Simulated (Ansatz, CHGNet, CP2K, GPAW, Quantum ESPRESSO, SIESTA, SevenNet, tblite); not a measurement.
# H-capped Ge nanowire along [111] (48 atoms) in tblite

How do the settings of tblite change the result for H-capped Ge nanowire along [111] (48 atoms)? A plane-wave run serves as the yardstick.

Calculated with tblite 0.8.0; the method is named at each step.

**1. The starting structure**

The cell holds 48 atoms: 22 Ge and 26 H. Its edges and angles: a = 15.499 Å, b = 18.815 Å, c = 9.800 Å, α = 90.0°, β = 90.0°, γ = 90.0°. It derives from Ge (diamond-structure). Square section of size parameter 3.53 Å cut from diamond-structure Ge (a = 5.658 Å) along [111], 1 period, broken bonds capped with H, 9 Å of vacuum. Then every atom was moved at random, 0.02 Å r.m.s. a Cartesian component (hydrogen 0.6 of that). Regions: wire, 22 atoms (22 Ge); hydrogen, 26 atoms (26 H). Vacuum lies along a and b. The structure's axis is c.

The yardstick, on the same geometry:

```
method                                           : Kohn-Sham DFT, PBE, SSSP efficiency 1.3.0 pseudopotentials, plane waves (Quantum ESPRESSO 7.5); sssp-pbe-1.3.0-efficiency, cutoffs 45/360 Ry, Γ point
r.m.s. force component                           : 0.4353 eV/Å
longest force                                    : 1.657 eV/Å
gap (highest filled to lowest empty level) : 2.859 eV
time                                             : 2.5 min on 4 MPI ranks of Arm Neoverse V2, shared host
CPU time                                         : 9.9 min
```

**2. GFN2-xTB**

Method: GFN2-xTB tight binding, diagonalisation.

Contents of run.py:

```python
import numpy as np
from ase.io import read
from tblite.ase import TBLite

atoms = read("structure.xyz")
atoms.calc = TBLite(method="GFN2-xTB", electronic_temperature=580, accuracy=1.0, max_iterations=250, mixer_damping=0.4, verbosity=1)
energy = atoms.get_potential_energy()
forces = atoms.get_forces()
print(f"energy {energy:.6f} eV")
print("forces (eV/A)")
for i, (a, f) in enumerate(zip(atoms, forces)):
    print(f"{i:4d} {a.symbol:2s} {f[0]:10.5f} {f[1]:10.5f} {f[2]:10.5f}")
print("charges (e)")
print(np.array2string(atoms.get_charges(), precision=4, suppress_small=True, max_line_width=110, threshold=100000))
```

Contents of structure.xyz:

```xyz
48
Lattice="15.49929 0.00000 0.00000 0.00000 18.81460 0.00000 0.00000 0.00000 9.79994" Properties=species:S:1:pos:R:3 pbc="T T T"
Ge 5.76620 5.99283 0.03597
Ge 5.67584 5.90289 2.44910
Ge 5.78480 8.24305 3.30601
Ge 5.76698 8.21483 5.69896
Ge 5.75194 12.89214 9.77858
Ge 5.71273 12.88066 2.43636
Ge 5.74853 10.52564 6.53744
Ge 5.73381 10.56647 8.97822
Ge 9.77587 5.95031 9.78014
Ge 9.74099 5.91757 2.45155
Ge 9.77029 8.29893 3.26485
Ge 9.73712 8.27146 5.74129
Ge 7.68734 7.06883 6.52382
Ge 7.72795 7.13600 9.00712
Ge 9.73696 12.84040 0.01607
Ge 9.75293 12.84228 2.51682
Ge 7.78839 9.38849 9.78485
Ge 7.77041 9.39187 2.47576
Ge 7.77816 11.74595 3.30072
Ge 7.76685 11.67709 5.74129
Ge 9.76874 10.56158 6.57939
Ge 9.76424 10.57456 9.00516
H 4.52998 6.66733 9.28603
H 5.75566 4.48578 9.27457
H 4.49278 5.17270 2.97271
H 6.95856 5.23592 2.95782
H 4.52455 8.99752 2.74516
H 4.46442 7.56046 6.24050
H 6.98615 13.57097 9.28339
H 4.48611 13.61801 9.30132
H 5.74078 14.29552 2.92812
H 4.48875 12.17022 2.94782
H 4.49619 11.24003 6.03843
H 4.48270 9.85528 9.45929
H 9.75820 4.47543 9.28907
H 11.01845 6.68596 9.28868
H 11.01442 5.21202 2.97575
H 8.50012 5.21936 2.98340
H 11.03379 8.99338 2.72193
H 10.98311 7.53656 6.25795
H 7.77677 5.69706 6.00442
H 8.50648 13.60597 9.31416
H 10.96947 13.58565 9.29407
H 10.97753 12.09045 3.00809
H 9.72549 14.29101 2.93420
H 7.77134 13.18584 6.21355
H 11.00233 11.29741 5.97963
H 10.98652 9.82799 9.50653
```

Started as:

```bash
OMP_NUM_THREADS=1 python run.py > output.txt
```

The log of the run:

```text
------------------------------------------------------------
  cycle        total energy    energy error   density error
------------------------------------------------------------
      1     -55.96376957795  -5.6166367E+01   3.1123804E-01
      2     -55.93404723559   2.9722342E-02   2.1904336E-01
      3     -52.76147926655   3.1725680E+00   3.7819153E-01
      4     -55.94007031687  -3.1785911E+00   5.6230285E-02
      5     -55.91396711763   2.6103199E-02   6.1991110E-02
      6     -55.97553980119  -6.1572684E-02   2.7411790E-02
      7     -55.97385220168   1.6875995E-03   2.5916239E-02
      8     -55.98113327493  -7.2810732E-03   1.2573338E-02
      9     -55.98081574736   3.1752757E-04   1.2970079E-02
     10     -55.98265454524  -1.8387979E-03   1.0933217E-02
     11     -55.98245918895   1.9535629E-04   1.0942162E-02
     12     -55.98174221731   7.1697164E-04   1.1056227E-02
     13     -55.98158602128   1.5619603E-04   1.0570382E-02
     14     -55.98155714156   2.8879722E-05   7.4372942E-03
     15     -55.98275432490  -1.1971833E-03   4.6824156E-03
     16     -55.98279896135  -4.4636442E-05   4.0377088E-03
     17     -55.98284502672  -4.6065378E-05   3.4711365E-03
     18     -55.98290086989  -5.5843163E-05   2.5931230E-03
     19     -55.98296110827  -6.0238380E-05   1.9403930E-03
     20     -55.98293888733   2.2220936E-05   1.8822593E-03
     21     -55.98297264172  -3.3754394E-05   1.3219793E-03
     22     -55.98296510322   7.5385001E-06   1.1972324E-03
     23     -55.98298815971  -2.3056483E-05   6.6399341E-04
     24     -55.98299457019  -6.4104813E-06   4.2728716E-04
     25     -55.98299277151   1.7986760E-06   4.8916272E-04
     26     -55.98299694454  -4.1730235E-06   2.6605155E-04
     27     -55.98299690312   4.1418964E-08   2.3902506E-04
     28     -55.98299780572  -9.0260176E-07   1.0044240E-04
     29     -55.98299784942  -4.3704674E-08   8.4827306E-05
     30     -55.98299792523  -7.5808217E-08   4.3508551E-05
     31     -55.98299793095  -5.7215317E-09   3.6536779E-05
     32     -55.98299793566  -4.7054201E-09   2.8696043E-05
     33     -55.98299793396   1.6980266E-09   2.1541725E-05
     34     -55.98299793718  -3.2210394E-09   1.7935968E-05
------------------------------------------------------------
 total:                                   0.840 sec
energy -1523.374968 eV
forces (eV/A)
   0 Ge    0.17339   -0.85765    0.24214
   1 Ge    0.19237    1.01828   -0.40795
   2 Ge   -0.45735   -0.73126   -0.38790
   3 Ge   -0.64030    0.51905    0.02107
   4 Ge   -1.02047   -0.72798    0.79792
   5 Ge    0.94753   -0.42319   -0.71149
   6 Ge    0.13808   -0.24919    0.32959
   7 Ge    0.44052    0.53804   -0.26012
   8 Ge   -0.68741   -0.13078    0.66450
   9 Ge    0.87364    0.87106   -0.56169
  10 Ge    0.21171   -1.14851    0.43793
  11 Ge   -0.24348    0.00448   -0.41118
  12 Ge    0.68662    0.91069    0.83913
  13 Ge    0.44592   -1.04643   -0.70093
  14 Ge    0.56324    0.00747    1.02452
  15 Ge   -0.16713   -0.07384   -1.24477
  16 Ge   -0.47015    0.54666    0.58541
  17 Ge   -0.06409    0.60834   -0.46485
  18 Ge   -0.73847    0.03515    0.14230
  19 Ge   -0.10804    0.34669   -0.11327
  20 Ge    0.18305   -0.10091    0.07294
  21 Ge   -0.06655    0.37085   -0.42754
  22 H    -0.09832   -0.09406   -0.08318
  23 H    -0.10466    0.81241    0.12828
[...]
40 H    -0.01741   -0.82639   -0.32907
  41 H     0.79536   -0.05656   -0.06647
  42 H    -0.20542   -0.04907   -0.04977
  43 H     0.01269    0.29440    0.09431
  44 H     0.26812    0.00681    0.26804
  45 H    -0.02394   -0.39188   -0.01155
  46 H    -0.20049   -0.09711    0.10907
  47 H     0.10194   -0.03145    0.13029
charges (e)
[ 0.0829  0.0654  0.0575  0.056   0.0662  0.0596  0.0471  0.0477  0.0729  0.0696  0.0507  0.0497  0.043
  0.0316  0.0691  0.0642  0.025   0.0236  0.0282  0.0577  0.0549  0.0528 -0.0428 -0.0735 -0.0323 -0.0554
 -0.0637 -0.0609 -0.0256 -0.0475 -0.0333 -0.0224 -0.0476 -0.0403 -0.0461 -0.0307 -0.0564 -0.0381 -0.0438
 -0.0535 -0.0393 -0.0405 -0.0525 -0.0259 -0.031  -0.0744 -0.0565 -0.0413]
```

Wall time 1.3 s (1 thread of Arm Neoverse V2, shared host); peak memory 0.17 GiB.

Banners, paths, timers and routine set-up lines are dropped from the logs unmarked, and long logs keep their key lines alone; longer cuts are marked.

Compared with the plane-wave run:

| Property | Result |
| --- | --- |
| r.m.s. force component | 0.4358 eV/Å |
| r.m.s. difference of force components | 234.6 meV/Å |
| longest difference of force vectors | 711.3 meV/Å |
| force difference over r.m.s. force | 53.89 % |
| slope of forces against the reference's | 0.8558 |
| correlation of force components | 0.8549 |

Length of the force difference by element (eV/Å):

```
element  atoms  mean  most
     Ge     22  0.33  0.55
      H     26  0.42  0.71
```

The surroundings of Ge5, which bears the longest force, nearest first, numbered as they follow in the input and with coordinates relative to it.

```csv
atom,x,y,z,distance (Å),bonds,Mulliken charge (e),Fx,Fy,Fz (eV/Å)
Ge5,0.00,0.00,0.00,0.00,4,0.07,-1.02,-0.73,0.80
H29,1.23,0.68,-0.50,1.49,1,-0.03,-0.44,0.30,-0.23
H30,-1.27,0.73,-0.48,1.54,1,-0.05,0.31,-0.01,-0.09
Ge6,-0.04,-0.01,2.46,2.46,4,0.06,0.95,-0.42,-0.71
Ge8,-0.02,-2.33,-0.80,2.46,4,0.05,0.44,0.54,-0.26
H42,2.75,0.71,-0.46,2.88,1,-0.04,0.80,-0.06,-0.07
H31,-0.01,1.40,2.95,3.27,1,-0.03,-0.23,0.18,0.24
H32,-1.26,-0.72,2.97,3.31,1,-0.02,-0.10,0.14,0.12
H34,-1.27,-3.04,-0.32,3.31,1,-0.04,-0.08,-0.09,0.16
```

Atoms are counted from 1 here, from 0 in the log.

Forces lie 54 % from the reference's, at 0.0023 times its CPU time (on 1 against 4 cores).

**3. GFN1-xTB**

Method: GFN1-xTB tight binding, diagonalisation.

Changes to run.py since step 2:

```diff
@@ -5,3 +5,3 @@
 atoms = read("structure.xyz")
-atoms.calc = TBLite(method="GFN2-xTB", electronic_temperature=580, accuracy=1.0, max_iterations=250, mixer_damping=0.4, verbosity=1)
+atoms.calc = TBLite(method="GFN1-xTB", electronic_temperature=580, accuracy=1.0, max_iterations=250, mixer_damping=0.4, verbosity=1)
 energy = atoms.get_potential_energy()
```

structure.xyz is that of step 2.

The log of the run:

```text
------------------------------------------------------------
  cycle        total energy    energy error   density error
------------------------------------------------------------
      1     -49.37907480608  -4.9564565E+01   3.4261713E-01
      2     -50.10036548475  -7.2129068E-01   2.2540766E-01
      3     -47.22539445648   2.8749710E+00   2.6182178E-01
      4     -50.16854775601  -2.9431533E+00   1.5704650E-01
      5     -49.84012692153   3.2842083E-01   1.5127890E-01
      6     -51.01287694894  -1.1727500E+00   1.9007897E-02
      7     -51.01106112117   1.8158278E-03   1.9390214E-02
      8     -51.02378154987  -1.2720429E-02   1.2307747E-02
      9     -51.02656314113  -2.7815913E-03   9.5129998E-03
     10     -51.02887123980  -2.3080987E-03   4.2600785E-03
     11     -51.02969035543  -8.1911563E-04   1.5445309E-03
     12     -51.02975325131  -6.2895873E-05   1.0132304E-03
     13     -51.02978691665  -3.3665340E-05   2.2179838E-04
     14     -51.02978695401  -3.7362540E-08   1.9622172E-04
     15     -51.02978838011  -1.4260995E-06   8.3392775E-05
     16     -51.02978866335  -2.8324142E-07   4.0797510E-05
     17     -51.02978869263  -2.9282880E-08   2.6887067E-05
     18     -51.02978872743  -3.4792890E-08   6.4909592E-06
------------------------------------------------------------
 total:                                   0.662 sec
energy -1388.591280 eV
forces (eV/A)
   0 Ge    0.35254   -0.84848    0.45534
   1 Ge    0.33253    0.97925   -0.58046
   2 Ge   -0.38198   -0.76950   -0.34822
   3 Ge   -0.44519    0.53490   -0.07615
   4 Ge   -0.86849   -0.76209    0.94160
   5 Ge    1.06290   -0.43375   -0.97641
   6 Ge    0.31314   -0.32228    0.44747
   7 Ge    0.48518    0.68803   -0.27527
   8 Ge   -0.80059   -0.10826    0.87357
   9 Ge    0.72288    0.81664   -0.71271
  10 Ge    0.09620   -1.17347    0.42030
  11 Ge   -0.34225    0.13496   -0.50682
  12 Ge    0.60311    1.16672    0.74296
  13 Ge    0.41851   -1.11595   -0.51070
  14 Ge    0.41483   -0.08391    1.06556
  15 Ge   -0.35505   -0.11514   -1.39846
  16 Ge   -0.39988    0.52711    0.45255
  17 Ge   -0.05831    0.43448   -0.36669
  18 Ge   -0.65060    0.21730    0.02853
  19 Ge   -0.10980    0.12473   -0.04494
  20 Ge    0.03620   -0.18533    0.17043
  21 Ge   -0.15719    0.52157   -0.41393
  22 H    -0.10591   -0.12581   -0.09001
  23 H    -0.13081    0.86107    0.12219
[...]
40 H    -0.00033   -0.86141   -0.29728
  41 H     1.11560   -0.14462    0.02451
  42 H    -0.16047   -0.03796   -0.03812
  43 H     0.02707    0.31049    0.08435
  44 H     0.29448    0.01500    0.29102
  45 H    -0.01785   -0.41733   -0.05732
  46 H    -0.23716   -0.11224    0.10969
  47 H     0.06560   -0.02736    0.13197
charges (e)
[ 0.1029  0.0582  0.0365  0.0417  0.0612  0.0833  0.0292  0.0198  0.0979  0.0613  0.0262  0.0297  0.0289
 -0.0378  0.0584  0.0902 -0.047  -0.0495 -0.0483  0.0453  0.0409  0.0329 -0.032  -0.0436 -0.0233 -0.0296
 -0.038  -0.0305 -0.0163 -0.0318 -0.0293 -0.0268 -0.0268 -0.028  -0.0329 -0.0283 -0.0351 -0.0182 -0.0291
 -0.0295 -0.0234 -0.0224 -0.0345 -0.0274 -0.0271 -0.0379 -0.0305 -0.0297]
```

Run time: 1.2 s. Hardware: 1 thread; peak memory 0.17 GiB.

Numbers from this run, and their distance from the reference:

| Quantity | Value |
| --- | --- |
| r.m.s. force component | 0.4692 eV/Å |
| r.m.s. difference of force components | 284.4 meV/Å |
| longest difference of force vectors | 1047 meV/Å |
| force difference over r.m.s. force | 65.32 % |
| slope of forces against the reference's | 0.8675 |
| correlation of force components | 0.8049 |

Against the first run (54 %), the force difference from the reference is 65 %, at 0.87 times the CPU time (18 SCF steps against 34).

**4. All runs compared**

Differences are against the plane-wave reference, forces as r.m.s. over components; share is that over the reference's r.m.s. force, slope the least-squares factor from reference forces to these. Total energies of different programs have different zeros and aren't compared.

```
            run  Δ force, r.m.s. (meV/Å)  share (%)  slope  cores  CPU time  memory (GiB)
      reference                        -          -      -      4   9.9 min           5.3
tblite GFN2-xTB                      235       53.9  0.856      1     1.3 s          0.17
tblite GFN1-xTB                      284       65.3  0.868      1     1.2 s          0.17
```

CPU time is summed over cores on a shared host, where runs went side by side, so it is rough. Symmetry, cutoffs, thresholds, outputs and thread counts weren't matched or tuned between programs; memory under MPI is the largest rank's times the ranks.

A second geometry, displaced anew (every atom was moved at random, 0.08 Å r.m.s. a Cartesian component (hydrogen 0.6 of that)), gives an energy difference that all programs can be tested on. The reference puts it at 59.88 meV/atom.

```csv
run,energy less the first geometry's (meV/atom),error (meV/atom),force share at the second geometry (%)
tblite GFN2-xTB,47.26,-12.6,27.7
tblite GFN1-xTB,45.49,-14.4,31.2
```

**5. Results**

| Item | Value |
| --- | --- |
| nearest in forces | tblite GFN2-xTB, 54 % |
| its CPU time | 1.3 s |

Tight binding differs by 54 % (tblite GFN2-xTB) to 65 % (tblite GFN1-xTB); it is another model, with fitted parameters of its own, and the xTB methods hold dispersion. Of the electronic-structure runs that take under half the reference's CPU time, tblite GFN2-xTB comes nearest, at 54 % in 1.3 s against 9.9 min. The energy difference between the two geometries, 59.9 meV/atom in the reference, is met best by tblite GFN2-xTB (-12.6) and worst by tblite GFN1-xTB (-14.4). Periodic xTB results under one method name differ between programs and library versions. The electronic-structure runs sample only Γ, in a cell whose periodic width is 10 Å.

[Also dropped from logs without a mark: logging warnings of Python, and SIESTA's first energy breakdown and zero terms.]

[Logs are printed without paths, hosts, clocks, repeated set-up lines and the standing remarks that a program may print on its own settings, such as how far it seeks lower states.]

[Hosts, paths, dates, database ids (printed as entryN), source tags and the programs' standing remarks are cut or masked in the printed files.]
